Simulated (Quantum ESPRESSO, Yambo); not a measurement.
An input for Yambo 5.3.0 (SrTiO3 (Tausonite)):

```
HF_and_locXC
gw0
dyson
ppa
em1d
rim_cut
RandQpts= 1000000
RandGvec= 1 RL
EXXRLvcs= 76 Ry
VXCRLvcs= 304 Ry
Chimod= "HARTREE"
% BndsRnXp
 1 | 165 |
%
NGsBlkXp= 13 Ry
% LongDrXp
 1 | 1 | 1 |
%
% GbndRnge
 1 | 165 |
%
DysSolver= "n"
ExtendOut
PPAPntXp= 27.21138 eV
% QPkrange
 10 | 10 | 19 | 22 |
 1 | 1 | 19 | 22 |
%
```

```sh
OMP_NUM_THREADS=1 mpirun -n 4 yambo -F gw1.in -J gw1 -C gw1 > gw1.log
```

The stored states that it reads are on a 4×4×4 mesh. It takes space group Pm-3m (No. 221, cubic). The conventional cell has a = 3.905 Å, b = 3.905 Å, c = 3.905 Å, α = 90.00°, β = 90.00°, γ = 90.00°. Nearest to Sr lie 12 O at 2.76 Å. Nearest to Ti lie 6 O at 1.95 Å. O has 2 Ti at 1.95 Å and 4 Sr at 2.76 Å nearest. Farther neighbours and most contacts between anions are not listed.

Question: How long will it take on 4 MPI ranks of Arm Neoverse V1, shared host, and how much memory?

It took 5.3 min; on shared hardware allow 2.6 min to 11 min. Peak host memory was 1.8 GiB.

The screening grows as filled bands × empty bands × pairs of k points, times the square of the screening basis for the matrix.

[Paths, hosts, dates, memory and timing lines, banners, echoed tables and standing remarks are left out of the program output.]

[Logs are printed without paths, hosts, clocks, repeated set-up lines and the standing remarks that a program may print on its own settings, such as how far it seeks lower states.]

[Runs of the session that timed out or met a known fault of the program may be left out.]

[Hosts, paths, dates, database ids (printed as entryN), source tags and the programs' standing remarks are cut or masked in the printed files.]
